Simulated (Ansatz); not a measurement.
# Work function of Na(110): what the settings cost and change, part 2 of 2

How far do functional and pseudopotentials move the work function of Na(110), and at what cost?

Ansatz 0.2.0; plane-wave DFT, PBE, Ansatz PAW (the session's first sound run).

So far, work function, upper face (eV): step 2 (run, setting PBE, Ansatz PAW (420 eV)) 2.84; step 6 (r2SCAN) 2.84; step 7 (PBE JTH) 2.84; step 8 (PBE norm-conserving) 2.84; step 9 (LDA norm-conserving) 2.96.

### Step 10. Slab, setting PBE, all layers relaxed

This step: plane-wave DFT, PBE, Ansatz PAW (Ansatz 0.2.0).

File input.yaml:

```yaml
crystal:
  lattice:
    - [2.9910616844, -2.115, 0.0]
    - [2.9910616844, 2.115, 0.0]
    - [0.0, 0.0, 35.9463701065]
  atoms:
    - { symbol: Na, position: [0.0, 0.0, 0.2503729855] }
    - { symbol: Na, position: [0.5, 0.5, 0.3335819903] }
    - { symbol: Na, position: [0.0, 0.0, 0.4167909952] }
    - { symbol: Na, position: [0.5, 0.5, 0.5] }
    - { symbol: Na, position: [0.0, 0.0, 0.5832090048] }
    - { symbol: Na, position: [0.5, 0.5, 0.6664180097] }
    - { symbol: Na, position: [0.0, 0.0, 0.7496270145] }
kpoints:
  mp_grid: { grid: [12, 12, 1] }
hamiltonian:
  xc: pbe
scf:
  occupations: { method: fermi_dirac, width: 0.1 }
  convergence: { dr2_threshold: 1.0e-09 }
efield:
  axis: 3
  dipole_correction: true
  ramp_position: 0.97
  ramp_width: 0.06
relax:
  f_tol: 0.01
  max_steps: 40
output:
  write_potential: true
  write_density: true
  volumetric_format: npy
```

The run is started by

```
> ansatz run input.yaml --threads 2 --pin off --max-ram 3072MiB --backend cpu --events-out ev --progress --plain --runs-dir out
```

The log of the run:

```text
[...]
Crystal: 7 atoms, lattice volume = 454.800 Å³
Basis set: ecut = 420 eV, 8835 PW (Γ), exchange–correlation on 50×50×486 points (8 copies of the dense FFT grid, shifted against one another)
Bands: 39, of which v1, the nominal top of the filled ones, is band 32 counted from 1 (31 counted from 0)
Symmetry: 4 space group operations
k-points: 43 of 144
[...]
atoms:
    - { symbol: Na, position: [0.0, 0.0, 0.256080] }
    - { symbol: Na, position: [0.5, 0.5, 0.336771] }
    - { symbol: Na, position: [0.0, 0.0, 0.418094] }
    - { symbol: Na, position: [0.5, 0.5, 0.500000] }
    - { symbol: Na, position: [0.0, 0.0, 0.581906] }
    - { symbol: Na, position: [0.5, 0.5, 0.663229] }
    - { symbol: Na, position: [0.0, 0.0, 0.743920] }
[key lines of the parts left out:]
SCF converged after 7 iterations
Free energy (F): -10404.640207 eV
Fermi energy:    -0.174283 eV
Dipole field:    D = 0.000000 V/Å  (p = 0.000000 e·Å, saw-weighted, corrected)
Work function:   Φ+ = 2.8229 eV   Φ− = 2.8229 eV
```

Elapsed: 89 s, on 2 threads of Arm Neoverse V2, shared host; peak memory 0.9 GiB.

The relaxation took 4 steps and lowered the energy by 0.0055 eV; the largest force on the free atoms ends at 0.0010 eV/Å.

The work function is 2.823 eV, -0.013 eV from the run “PBE, Ansatz PAW (420 eV)”, at 2.5 times its CPU time.

### Step 11. Comparing the runs

Times are for 2 threads of Arm Neoverse V2, shared host. Results by setting:

```csv
no.,setting,"work function, upper face (eV)",time,memory (GiB)
1,"PBE, Ansatz PAW (420 eV)",2.836,36 s,1.1
2,"LDA, Ansatz PAW (420 eV)",2.956,34 s,1.0
3,"PBEsol, Ansatz PAW (420 eV)",2.858,32 s,1.1
4,"RPBE, Ansatz PAW (420 eV)",2.765,35 s,1.1
5,"r2SCAN, Ansatz PAW (500 eV)",2.843,97 s,1.8
6,"PBE, JTH PAW (1440 eV)",2.837,4.1 min,2.9
7,"PBE, norm-conserving (1197 eV)",2.835,2.4 min,2.6
8,"LDA, norm-conserving (1197 eV)",2.955,2.4 min,2.5
9,"PBE, all layers relaxed",2.823,89 s,0.9
```

### Step 12. Varying the input

An input spoilt on purpose, to show how the run answers: it repeats the earlier run “PBE, Ansatz PAW (420 eV)” with efield.amplitude to 3.0, and scf.max_iter set to 100; its output block differs too.

Edit input.yaml of step 10 so:

```diff
@@ -20,2 +20,3 @@
   convergence: { dr2_threshold: 1.0e-09 }
+  max_iter: 100
 efield:
@@ -25,5 +26,3 @@
   ramp_width: 0.06
-relax:
-  f_tol: 0.01
-  max_steps: 40
+  amplitude: 3.0
 output:
```

The log of the run:

```text
[...]
Crystal: 7 atoms, lattice volume = 454.800 Å³
Basis set: ecut = 420 eV, 8835 PW (Γ)
Bands: 39, of which v1, the nominal top of the filled ones, is band 32 counted from 1 (31 counted from 0)
Symmetry: 4 space group operations
k-points: 43 of 144
[...]
SCF iter   1: F=—  HF=-10414.848605 eV  |F-HF|=—  |Δ(HF+E_count)|=         —  Δρ=1.10e-2  dr2=8.82e1  ethr=3.10e-3  p=4.872 e·Å  D=1.94e0 V/Å  ΔV_dip=-69.68 eV  dr2_dipole=5.37e1  V_vac-E_F(+/−)=22.41/4.18 eV  ⟨swp⟩=16.3  Hψ=10410  notcnv=0
[...]
SCF iter  17: F=-10411.682558 eV  HF=-10411.682558 eV  |F-HF|=5.98e-10  |Δ(HF+E_count)|=  7.09e-11  Δρ=3.41e-7  dr2=6.03e-10  ethr=1.59e-12  p=4.698 e·Å  D=1.87e0 V/Å  ΔV_dip=-67.19 eV  dr2_dipole=1.56e-10  V_vac-E_F(+/−)=20.31/-0.01 eV  ⟨swp⟩=19.6  Hψ=10348  notcnv=0
WARN: efield: at this solve's end the planar-averaged density reaches 4.30e-3 e/Å³ inside the ramp window [0.9422, 0.1432] (bound 1e-5 e/Å³), and -1.74e-5 e/Å³ on another of its planes; the window's nearer edge stands 3.85 Å from this solve's nearest atom along the axis. Its free energy, forces, stress, dipole, levels and responses can be off, and this figure does not tell by how much. The cell may have no vacuum along `efield.axis`. A short vacuum, a low `basis.ecutwfc` or `basis.ecutrho_ratio` and negative occupations (`scf.occupations.method`) can put density there. See the manual's quickstart, § The vacuum guard
SCF 1 converged in 17 iterations: F = -10411.682558 eV  dr2 = 6.03e-10
[...]
SCF converged after 17 iterations
Free energy (F): -10411.682558 eV
[...]
Internal energy: -10411.553708 eV  (E = F + TS)
E sigma→0 (E₀):  -10411.618133 eV
Entropy (-TS):   -0.128850 eV (-18.407 meV/atom)
Fermi energy:    -1.128405 eV
Dipole field:    D = 1.869102 V/Å  (p = 4.697775 e·Å, saw-weighted, corrected)
Work function:   not extracted (applied field tilts the vacuum); planar V_es + V_field profile in the machine report
[...]
Vacuum region:   at the solve's end the planar-averaged density reaches 4.30e-3 e/Å³ inside the ramp window [0.9422, 0.1432] (bound 1e-5 e/Å³), and -1.74e-5 e/Å³ on another of its planes
[...]
--- Band table (eV; the first three rows and the last of 43) ---
  k-point 0: bands = [... 28 lower, -4.2761, -4.0616, -3.7026, -3.2013, -2.5843, -1.9182, -1.2610, -0.3637, ... 3 higher]
  k-point 1: bands = [... 28 lower, -4.1859, -3.9717, -3.6132, -3.1126, -2.4964, -1.8313, -1.1753, -0.2764, ... 3 higher]
  k-point 2: bands = [... 28 lower, -3.9162, -3.7030, -3.3460, -2.8474, -2.2336, -1.5715, -0.9187, -0.0168, ... 3 higher]
  k-point 42: bands = [... 28 lower, -0.3023, -0.1111, 0.1518, 0.2131, 0.3650, 0.6756, 0.7174, 1.1973, ... 3 higher]
```

Elapsed: 76 s, on 2 threads; peak memory 1 GiB; 2.5 min of CPU time.

In so strong a field the program warns of density in the ramp of the sawtooth; these numbers are not the system's.

### Step 13. Outcome

| Property | Result |
| --- | --- |
| work function, PBE, Ansatz PAW (420 eV) | 2.836 eV |
| work function, LDA, Ansatz PAW (420 eV) | 2.956 eV |
| work function, RPBE, Ansatz PAW (420 eV) | 2.765 eV |
| work function, r2SCAN, Ansatz PAW (500 eV) | 2.843 eV |
| work function, PBE, all layers relaxed | 2.823 eV |

PBE on the default files gives 2.84 eV, and the settings tried spread the value from 2.77 to 2.96 eV. At one geometry LDA lies 0.12 eV above PBE. The choice of pseudopotentials moves the PBE value by 0.001 eV. Relaxing the layers changes it by -0.013 eV. The ladder's slabs use the tabulated experimental lattice constant (two decimals; a low-temperature value for the alkali metals).

[Long decimals in the printed logs are rounded to 6 places.]

[Logs are printed without paths, hosts, clocks, repeated set-up lines and the standing remarks that a program may print on its own settings, such as how far it seeks lower states.]

[Hosts, paths, dates, database ids (printed as entryN), source tags and the programs' standing remarks are cut or masked in the printed files.]

[Maps of the electrostatic potential energy from Ansatz leave out the sawtooth potential of an applied field or a dipole correction, so their vacuum need not be flat; planar profiles and work functions include it.]
